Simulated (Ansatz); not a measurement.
# I on Cu(111): change of the work function, part 2 of 2

How does one ordered layer of I (fcc site) change the work function of Cu(111), and what dipole does each adsorbate carry?

Ansatz 0.2.0; plane-wave DFT, PBE, Ansatz PAW.

So far, work function, upper face (eV): step 2 (the clean slab) 4.79.

## Step 3: Adsorbate added

System of this step: Cu16I (I/Cu(111)). The cell holds 17 atoms: 16 Cu and 1 I. Its edges and angles: a = 5.105 Å, b = 5.105 Å, c = 26.623 Å, α = 90.0°, β = 90.0°, γ = 60.0°. Vacuum lies along c.

The clean slab as it ended is repeated in the plane and the adsorbate is set on one face; the cell's size fixes the coverage, and the k-mesh shrinks with it to keep the sampling density about even. Adsorbate and upper layers relax, since the dipole depends on the height.

The input, input.yaml:

```yaml
crystal:
  lattice:
    - [5.1053109602, 1.0e-10, 0.0]
    - [2.5526554801, 4.4213289858, 0.0]
    - [0.0, 0.0, 26.6232179224]
  atoms:
    - { symbol: Cu, position: [0.0, 0.0, 0.3380507956] }
    - { symbol: Cu, position: [0.1666666667, 0.1666666667, 0.4163371424] }
    - { symbol: Cu, position: [0.3333333333, 0.3333333333, 0.4946234893] }
    - { symbol: Cu, position: [0.0, 0.0, 0.5729098361] }
    - { symbol: Cu, position: [0.0, 0.5, 0.3380507956] }
    - { symbol: Cu, position: [0.1666666667, 0.6666666667, 0.4163371424] }
    - { symbol: Cu, position: [0.3333333333, 0.8333333333, 0.4946234893] }
    - { symbol: Cu, position: [0.0, 0.5, 0.5729098361] }
    - { symbol: Cu, position: [0.5, 0.0, 0.3380507956] }
    - { symbol: Cu, position: [0.6666666667, 0.1666666667, 0.4163371424] }
    - { symbol: Cu, position: [0.8333333333, 0.3333333333, 0.4946234893] }
    - { symbol: Cu, position: [0.5, 0.0, 0.5729098361] }
    - { symbol: Cu, position: [0.5, 0.5, 0.3380507956] }
    - { symbol: Cu, position: [0.6666666667, 0.6666666667, 0.4163371424] }
    - { symbol: Cu, position: [0.8333333333, 0.8333333333, 0.4946234893] }
    - { symbol: Cu, position: [0.5, 0.5, 0.5729098361] }
    - { symbol: I, position: [0.1666666667, 0.1666666667, 0.6619492044] }
kpoints:
  mp_grid: { grid: [6, 6, 1] }
hamiltonian:
  xc: pbe
scf:
  occupations: { method: fermi_dirac, width: 0.1 }
  convergence: { dr2_threshold: 1.0e-08 }
efield:
  axis: 3
  dipole_correction: true
  ramp_position: 0.97
  ramp_width: 0.06
relax:
  f_tol: 0.02
  max_steps: 60
  constraints: [{ sites: [0, 1, 4, 5, 8, 9, 12, 13] }]
output:
  dos: { projected: true, e_range: [-8, 4] }
  write_potential: true
  write_density: true
  volumetric_format: npy
  elf: true
```

Run with:

```console
$ ansatz run input.yaml --threads 4 --pin off --max-ram 6144MiB --backend cpu --events-out ev --progress --plain --runs-dir out
```

Numbers of over 12 decimals in the logs are rounded to 6 here.

The program printed:

```text
[...]
Crystal: 17 atoms, lattice volume = 600.946 Å³
Basis set: ecut = 420 eV, 11807 PW (Γ), exchange–correlation on 72×72×360 points (8 copies of the dense FFT grid, shifted against one another)
Bands: 193, of which v1, the nominal top of the filled ones, is band 161 counted from 1 (160 counted from 0)
Symmetry: 6 space group operations
[...]
k-points: 7 of 36 (time reversal used)
[...]
SCF iter   1: F=—  HF=-113513.288896 eV  |F-HF|=—  |Δ(HF+E_count)|=         —  Δρ=2.41e-3  dr2=5.75e-2  ethr=1.77e-3  p=-0.012 e·Å  D=-3.65e-3 V/Å  ΔV_dip=0.10 eV  dr2_dipole=5.96e-3  V_vac-E_F(+/−)=4.86/4.76 eV  ⟨swp⟩=7.4  Hψ=5616  notcnv=0  defer=113
[...]
SCF iter  12: F=-113513.308791 eV  HF=-113513.308791 eV  |F-HF|=5.49e-8  |Δ(HF+E_count)|=   2.69e-9  Δρ=7.46e-7  dr2=2.59e-9  ethr=3.12e-12  p=-0.009 e·Å  D=-2.69e-3 V/Å  ΔV_dip=0.07 eV  dr2_dipole=1.47e-12  V_vac-E_F(+/−)=4.91/4.84 eV  ⟨swp⟩=7.3  Hψ=8866  notcnv=0
SCF 1 converged in 12 iterations: F = -113513.308791 eV  dr2 = 2.59e-9
[...]
relax step   1: F+E_penalty+E_count = -113513.30879146 eV  Δ(F+E_penalty+E_count) = +0.000e0 eV  max|allowed force component| = 5.126e-1 eV/Å  Δτ_max = 0.0000 Å  (12 SCF iters, accepted)
[...]
iter 1 solved again at ethr=2.83e-5 eV; its pass at ethr=3.10e-3 eV (dr2=9.08e-2 eV) is discarded
[...]
SCF iter  10: F=-113513.344765 eV  HF=-113513.344765 eV  |F-HF|=8.68e-8  |Δ(HF+E_count)|=   1.07e-7  Δρ=9.34e-7  dr2=3.73e-9  ethr=3.12e-12  p=0.015 e·Å  D=4.58e-3 V/Å  ΔV_dip=-0.12 eV  dr2_dipole=1.99e-12  V_vac-E_F(+/−)=4.72/4.84 eV  ⟨swp⟩=13.6  Hψ=10098  notcnv=0
SCF 2 converged in 10 iterations: F = -113513.344765 eV  dr2 = 3.73e-9
relax step   2: F+E_penalty+E_count = -113513.34476490 eV  Δ(F+E_penalty+E_count) = -3.597e-2 eV  max|allowed force component| = 2.148e-1 eV/Å  Δτ_max = 0.0924 Å  (10 SCF iters, accepted)
SCF iter   1: F=—  HF=-113513.360912 eV  |F-HF|=—  |Δ(HF+E_count)|=         —  Δρ=1.83e-3  dr2=1.47e-2  ethr=1.04e-4  p=0.015 e·Å  D=4.58e-3 V/Å  ΔV_dip=-0.12 eV  dr2_dipole=2.49e-3  V_vac-E_F(+/−)=4.71/4.83 eV  ⟨swp⟩=3.0  Hψ=2408  notcnv=0  defer=137
[...]
SCF iter  10: F=-113513.356273 eV  HF=-113513.356273 eV  |F-HF|=9.97e-8  |Δ(HF+E_count)|=   2.77e-8  Δρ=1.17e-6  dr2=8.94e-9  ethr=3.12e-12  p=0.021 e·Å  D=6.41e-3 V/Å  ΔV_dip=-0.17 eV  dr2_dipole=9.52e-10  V_vac-E_F(+/−)=4.66/4.84 eV  ⟨swp⟩=13.1  Hψ=11204  notcnv=0
SCF 3 converged in 10 iterations: F = -113513.356273 eV  dr2 = 8.94e-9
relax step   3: F+E_penalty+E_count = -113513.35627269 eV  Δ(F+E_penalty+E_count) = -1.151e-2 eV  max|allowed force component| = 5.335e-2 eV/Å  Δτ_max = 0.0389 Å  (10 SCF iters, accepted)
SCF iter   1: F=—  HF=-113513.359644 eV  |F-HF|=—  |Δ(HF+E_count)|=         —  Δρ=1.00e-3  dr2=4.23e-3  ethr=1.47e-5  p=0.021 e·Å  D=6.41e-3 V/Å  ΔV_dip=-0.17 eV  dr2_dipole=3.57e-4  V_vac-E_F(+/−)=4.67/4.84 eV  ⟨swp⟩=3.0  Hψ=2422  notcnv=0  defer=136
[...]
SCF iter  10: F=-113513.357891 eV  HF=-113513.357891 eV  |F-HF|=2.82e-8  |Δ(HF+E_count)|=   4.73e-9  Δρ=3.51e-7  dr2=7.12e-10  ethr=3.12e-12  p=0.019 e·Å  D=5.84e-3 V/Å  ΔV_dip=-0.16 eV  dr2_dipole=4.56e-12  V_vac-E_F(+/−)=4.68/4.84 eV  ⟨swp⟩=13.6  Hψ=9998  notcnv=0
SCF 4 converged in 10 iterations: F = -113513.357891 eV  dr2 = 7.12e-10
relax step   4: F+E_penalty+E_count = -113513.35789095 eV  Δ(F+E_penalty+E_count) = -1.618e-3 eV  max|allowed force component| = 3.731e-3 eV/Å  Δτ_max = 0.0170 Å  (10 SCF iters, accepted)
NSCF: frozen V_eff on 7 k-points
[...]
WARN: The output density's exchange-correlation potential varies sharply where the density is thin. Do not read a vacuum level from v_tot or v_xc, or from such a field of the output density. On a cell that repeats whose density bears no net charge and no dipole along the vacuum's axis use v_es (v_loc + v_h of the components); under efield.dipole_correction with no amplitude use v_es + v_field, which holds any externa [...]
SCF converged after 10 iterations
Free energy (F): -113513.357891 eV
[...]
Internal energy: -113513.171433 eV  (E = F + TS)
E sigma→0 (E₀):  -113513.264662 eV
Entropy (-TS):   -0.186458 eV (-10.968 meV/atom)
Fermi energy:    2.788598 eV
Dipole field:    D = 0.005837 V/Å  (p = 0.019386 e·Å, saw-weighted, corrected)
Work function:   Φ+ = 4.6801 eV   Φ− = 4.8355 eV
[...]
--- Forces (eV/Å), atoms counted from 1 ---
  atom   1  Cu    -0.00545827    -0.00315133    -0.01659271
  atom   2  Cu     0.00000000    -0.00000000    -0.01764689
  atom   3  Cu    -0.00055338    -0.00031949     0.00102657
  atom   4  Cu     0.00037575     0.00021694     0.00144728
  atom   5  Cu    -0.00000000     0.00630266    -0.01659271
  atom   6  Cu    -0.04890393     0.02823470     0.02289199
  atom   7  Cu    -0.00000000     0.00063898     0.00102657
  atom   8  Cu     0.00000000    -0.00043387     0.00144728
  atom   9  Cu     0.00545827    -0.00315133    -0.01659271
  atom  10  Cu     0.00000000    -0.05646940     0.02289199
  atom  11  Cu     0.00055338    -0.00031949     0.00102657
  atom  12  Cu    -0.00037575     0.00021694     0.00144728
  atom  13  Cu     0.00000000    -0.00000000    -0.00323969
  atom  14  Cu     0.04890393     0.02823470     0.02289199
  atom  15  Cu    -0.00000000     0.00000000    -0.00227957
  atom  16  Cu    -0.00000000     0.00000000    -0.00373123
  atom  17  I      0.00000000    -0.00000000     0.00057854
  max |Σ_I F_I| component: 5.77e-7 eV/Å
--- Band table (eV; the first three rows and the last of 7) ---
  k-point 0: bands = [... 157 lower, 2.5373, 2.6324, 2.6324, 3.2055, 3.5568, 3.5568, 3.7884, 4.1066, ... 28 higher]
  k-point 1: bands = [... 157 lower, 2.1767, 2.4792, 2.6594, 2.6955, 3.2483, 3.3048, 3.6086, 4.0139, ... 28 higher]
  k-point 2: bands = [... 157 lower, 1.8030, 2.6181, 2.6852, 2.7690, 3.1307, 3.3026, 3.5429, 4.4684, ... 28 higher]
  k-point 6: bands = [... 157 lower, 1.3777, 1.6168, 2.3796, 2.3836, 2.8563, 4.4125, 4.4578, 5.0484, ... 28 higher]
--- Relaxed structure (4 steps of the walk, 4 accepted, 0 SCFs on fresh bases) ---
  F+E_penalty+E_count = -113513.35789095 eV   max|allowed force component| = 3.731e-3 eV/Å
  atoms:
    - { symbol: Cu, position: [-1.7959490104491818e-17, -1.7959490104491818e-17, 0.338051] }
    - { symbol: Cu, position: [0.166667, 0.166667, 0.416337] }
    - { symbol: Cu, position: [0.332653, 0.332653, 0.494239] }
    - { symbol: Cu, position: [-0.00127489, -0.00127489, 0.573707] }
    - { symbol: Cu, position: [-2.7755575615628914e-17, 0.5, 0.338051] }
    - { symbol: Cu, position: [0.166667, 0.666667, 0.416337] }
    - { symbol: Cu, position: [0.332653, 0.834695, 0.494239] }
    - { symbol: Cu, position: [-0.00127489, 0.502550, 0.573707] }
    - { symbol: Cu, position: [0.5, -1.7959490104087922e-17, 0.338051] }
    - { symbol: Cu, position: [0.666667, 0.166667, 0.416337] }
    - { symbol: Cu, position: [0.834695, 0.332653, 0.494239] }
    - { symbol: Cu, position: [0.502550, -0.00127489, 0.573707] }
    - { symbol: Cu, position: [0.5, 0.500000, 0.338051] }
    - { symbol: Cu, position: [0.666667, 0.666667, 0.416337] }
    - { symbol: Cu, position: [0.833333, 0.833333, 0.496707] }
    - { symbol: Cu, position: [0.5, 0.500000, 0.570196] }
    - { symbol: I, position: [0.166667, 0.166667, 0.658154] }
```

Wall time 72 s (4 threads of Intel Xeon Platinum 8488C (Sapphire Rapids), shared host); peak memory 2.9 GiB; 4.7 min of CPU time.

Step by step:

| step | energy less that of the first step (eV) | largest force component (eV/Å) |
| --- | --- | --- |
| 1 | 0.0000 | 0.5126 |
| 2 | -0.0360 | 0.2148 |
| 3 | -0.0475 | 0.0534 |
| 4 | -0.0491 | 0.0037 |

The run keeps the 6 symmetry operations that it works with, so distortions that break them were not tested.

The atoms that moved most (Å):

```
atom      dx      dy      dz  length
 I17   0.000   0.000  -0.101   0.101
Cu16   0.000   0.000  -0.072   0.072
Cu15   0.000   0.000   0.055   0.055
 Cu4  -0.010  -0.006   0.021   0.024
Cu12   0.010  -0.006   0.021   0.024
 Cu8   0.000   0.011   0.021   0.024
 Cu7   0.000   0.006  -0.010   0.012
 Cu3  -0.005  -0.003  -0.010   0.012
```

Final coordinates:

```
Cu I
1.0
     5.10531    0.00000    0.00000
     2.55266    4.42133    0.00000
     0.00000    0.00000   26.62322
Cu I
16 1
Direct
  0.00000 0.00000 0.33805
  0.16667 0.16667 0.41634
  0.33265 0.33265 0.49424
  0.99873 0.99873 0.57371
  0.00000 0.50000 0.33805
  0.16667 0.66667 0.41634
  0.33265 0.83469 0.49424
  0.99873 0.50255 0.57371
  0.50000 0.00000 0.33805
  0.66667 0.16667 0.41634
  0.83469 0.33265 0.49424
  0.50255 0.99873 0.57371
  0.50000 0.50000 0.33805
  0.66667 0.66667 0.41634
  0.83333 0.83333 0.49671
  0.50000 0.50000 0.57020
  0.16667 0.16667 0.65815
```

Numbers from this step:

```yaml
energy_at_zero_smearing: -113513.2647 eV
work_function_upper_face: 4.680 eV
work_function_lower_face: 4.836 eV
dipole_along_the_normal: 0.01939 e·Å
step_between_the_vacuum_levels: -0.1554 eV
```

Running mean over 2.084 Å of the planar mean; the ramp of the sawtooth is left out. Table of electron's electrostatic potential energy less the Fermi level by z:

| z (Å) | electron's electrostatic potential energy less the Fermi level (eV) |
| --- | --- |
| 3.5 | 4.84 |
| 4.0 | 4.84 |
| 4.5 | 4.83 |
| 5.0 | 4.83 |
| 5.5 | 4.82 |
| 6.0 | 4.78 |
| 6.5 | 4.65 |
| 7.0 | 4.15 |
| 7.5 | 2.05 |
| 8.0 | -2.70 |
| 8.5 | -7.05 |
| 9.0 | -8.50 |
| 9.5 | -8.70 |
| 10.0 | -8.75 |
| 10.5 | -8.78 |
| 11.0 | -8.80 |
| 11.5 | -8.77 |
| 12.0 | -8.71 |
| 12.5 | -8.72 |
| 13.0 | -8.76 |
| 13.5 | -8.79 |
| 14.0 | -8.83 |
| 14.5 | -8.83 |
| 15.0 | -8.81 |
| 15.5 | -8.50 |
| 16.0 | -6.34 |
| 16.5 | -2.23 |
| 17.0 | 0.490 |
| 17.5 | 0.950 |
| 18.0 | 1.64 |
| 18.5 | 2.59 |
| 19.0 | 3.52 |
| 19.5 | 4.33 |
| 20.0 | 4.60 |
| 20.5 | 4.66 |
| 21.0 | 4.68 |
| 21.5 | 4.68 |
| 22.0 | 4.68 |
| 22.5 | 4.68 |
| 23.0 | 4.68 |
| 23.5 | 4.68 |

The density of states has structure finer than the step of the table below, so its rows give means over 0.25 eV, whole bins alone (the curve runs from -8 to 1.98 eV). Peaks (eV: height): -3.370: 80.2, -2.860: 90.3, -2.740: 102, -2.590: 87.6, -2.020: 81.1, -1.650: 89.5, -1.560: 97.5.

Table of density of states by energy, zero at the Fermi level; means over each step:

energy (eV), density of states (states/eV a cell) and a bar:
```
    -7.75          1 
    -7.50          2 #
    -7.25          2 
    -7.00          2 
    -6.75          2 
    -6.50          3 #
    -6.25          2 
    -6.00          3 #
    -5.75          3 #
    -5.50          6 ##
    -5.25          8 ###
    -5.00          5 ##
    -4.75         18 #######
    -4.50         18 #######
    -4.25         27 ###########
    -4.00         33 #############
    -3.75         34 ##############
    -3.50         32 #############
    -3.25         44 ##################
    -3.00         58 #######################
    -2.75         74 ##############################
    -2.50         56 ######################
    -2.25         51 #####################
    -2.00         67 ###########################
    -1.75         63 #########################
    -1.50         64 ##########################
    -1.25         11 ####
    -1.00          6 ##
    -0.75          6 ##
    -0.50          6 ##
    -0.25          7 ##
     0.00          5 ##
     0.25          1 
     0.50          9 ###
     0.75          4 #
     1.00          4 #
     1.25          4 #
     1.50          5 ##
     1.75          5 ##
```

Projected DOS per atom over height of the atomic layer and energy from the Fermi level. Layers: Cu4 Cu4 Cu4 Cu4 I from below.

Values in states/eV, 22 rows by 5 columns, each cell a mean:
```
0.14 0.17 0.18 0.14 0.12
0.12 0.18 0.19 0.13 0.12
0.19 0.15 0.14 0.18 0.20
0.32 0.23 0.19 0.30 0.22
0.27 0.29 0.27 0.23 0.35
0.38 0.28 0.31 0.32 0.42
0.35 0.33 0.35 0.30 0.44
2.92 2.64 2.53 2.40 1.71
4.83 3.59 3.55 4.11 0.65
3.73 2.70 2.87 3.52 1.00
4.72 3.60 3.62 3.96 0.85
2.19 2.87 3.02 2.74 1.62
1.68 2.12 1.95 2.37 2.00
1.19 2.35 2.30 1.47 1.03
0.60 1.33 1.28 0.91 0.76
0.32 0.51 0.52 0.39 0.51
0.25 0.35 0.36 0.32 0.32
0.18 0.15 0.18 0.20 0.21
0.12 0.22 0.21 0.15 0.08
0.09 0.14 0.12 0.11 0.06
0.10 0.18 0.17 0.11 0.05
0.04 0.11 0.11 0.05 0.02
```
Columns: height of the atomic layer (Å) from 9 to 17.5; rows upwards: energy from the Fermi level (eV) from -7.96 to 1.95.

Valence density in the ca plane at fractional y = 0.167, with atoms of Cu and I within 0.2 Å of it. It is the smooth field of the valence electrons, not physical close to the nuclei.

Ten steps, logarithmic in the rise over the least value, from '0' (0 e/Å³) to '9' (43 e/Å³), each cell a mean:
```
12311001100123211123210111110000000000000000
12211011110123211122210000000000000000000000
11110124321111110111100000000000000000000000
00100158841001000001000000000000000000000000
00000269951000000000000000000000000000000000
01110157741011000011000000000000000000000000
11110123211111110112100000000000000000000000
12311001100123211123210000000000000000000000
12211011110123210122210111110000000000000000
11110124321111110011111134321000000000000000
00100158841011000000011257631000000000000000
00001269951000000000011367741000000000000000
01100157741011100001111256631000000000000000
11110123211111110111111123321000000000000000
```
Columns run along c (16.0 Å, from fractional 0.32 to 0.92 of the cell), rows up along a (5.1 Å). Atoms in or near the plane, at fractional coordinates: Cu at (0.42, 0.17), Cu at (0.42, 0.67), I at (0.66, 0.17).

ELF in the ca plane at fractional y = 0.167, with atoms of Cu and I within 0.2 Å of it. It is the smooth field of the valence electrons, not physical close to the nuclei.

Ten even steps from '0' (0.00) to '9' (0.79), each cell a mean:
```
22222222223222222222213789999742000000000000
22222222222222222222212468987521000000000000
22222222222222222222221124443200000000000000
33332237622332223322321000000000000000000000
33332249832333323333331000000000000000000000
32232235522322223222221101110000000000000000
22222222222222222222221235554210000000000000
22222222223222222222212479997531000000000000
22222222222222222222214788999752000000000000
22222222222222222222126776789863100000000000
33332237622332222222246643478963100000000000
33332249832333332222246634368973100000000000
32232235522322222222236653478963100000000000
22222222222222222222225777789863100000000000
```
Columns run along c (16.0 Å, from fractional 0.32 to 0.92 of the cell), rows up along a (5.1 Å). Atoms in or near the plane, at fractional coordinates: Cu at (0.42, 0.17), Cu at (0.42, 0.67), I at (0.66, 0.17).

Electrostatic potential energy in the ca plane at fractional y = 0.167, with atoms of Cu and I within 0.2 Å of it. With pseudopotentials it is smooth inside the atoms' cores, unlike the true potential.

Ten even steps from '0' (-34 eV) to '9' (8 eV), each cell a mean:
```
63368988889853478753578877789999999999999999
74468987889853578853589999999999999999999999
87788852368876789877789999999999999999999999
98888600027888899988899999999999999999999999
99998500006999999999999999999999999999999999
98888610027888899988899999999999999999999999
86678863478876789876789999999999999999999999
63368988889853478743589999999999999999999999
74468987889853578854588866679999999999999999
87788852368876789877788545457999999999999999
98888600027888899988887469846899999999999999
99998500006999999998886489945899999999999999
98888610027888899988887468746899999999999999
86678863478876789876788644458999999999999999
```
Columns run along c (16.0 Å, from fractional 0.32 to 0.92 of the cell; values clipped at the 3rd and 97th percentile), rows up along a (5.1 Å). Atoms in or near the plane, at fractional coordinates: Cu at (0.42, 0.17), Cu at (0.42, 0.67), I at (0.66, 0.17).

The relaxation took 4 steps and lowered the energy by 0.049 eV; the largest force on the free atoms ends at 0.0037 eV/Å.

By hand: a sheet of dipoles makes a step −p/(ε₀A) in the electron's potential. With e/ε₀ = 180.95 V·Å, p = 0.01939 e·Å and A = 22.57 Å², that is −180.95 × (0.01939) / 22.57 = -0.155 eV, and the two vacuum levels of the run differ by -0.155 eV.

The covered face has 4.68 eV, -0.11 eV against the clean one; the bare back face has moved by +0.05 eV, a measure of how thin the slab is.

## Step 4: Work function against coverage

This step: plane-wave DFT, PBE, Ansatz PAW; work function against coverage (Ansatz 0.2.0).

The runs are now put side by side.

This step gave:

```yaml
work_function_of_the_clean_face: 4.786 eV
largest_change_of_the_work_function: -0.1057 eV
```

Table of work function of the covered face by coverage:

```
coverage (adsorbates/nm²)  work function of the covered face (eV)
                     0.00                                    4.79
                     4.43                                    4.68
```

The dipole per adsorbate comes from the change of the cell's dipole. Coverage, by row:

```csv
coverage (1/nm²),coverage (ML),work function (eV),change (eV),"dipole per adsorbate, positive end outwards (debye)",mean height of the added atoms over the highest substrate atom (Å)
4.43,0.25,4.68,-0.1057,0.093,2.248
```

## Step 5: Results

| Item | Value |
| --- | --- |
| work function of the clean face | 4.79 eV |
| work function at 0.25 ML | 4.68 eV |
| dipole per adsorbate at 0.25 ML, positive end outwards | 0.09 D |

I changes the work function of Cu(111) by less than 0.15 eV at every coverage run, which is within the error of so thin a slab. One coverage alone was completed, so no trend follows. The slab has 4 layers, at the tabulated experimental lattice constant, one starting site was run, and quantum-size effects of a slab this thin can reach one or two tenths of an eV.

[Logs are printed without paths, hosts, clocks, repeated set-up lines and the standing remarks that a program may print on its own settings, such as how far it seeks lower states.]

[Hosts, paths, dates, database ids (printed as entryN), source tags and the programs' standing remarks are cut or masked in the printed files.]

[Maps of the electrostatic potential energy from Ansatz leave out the sawtooth potential of an applied field or a dipole correction, so their vacuum need not be flat; planar profiles and work functions include it.]
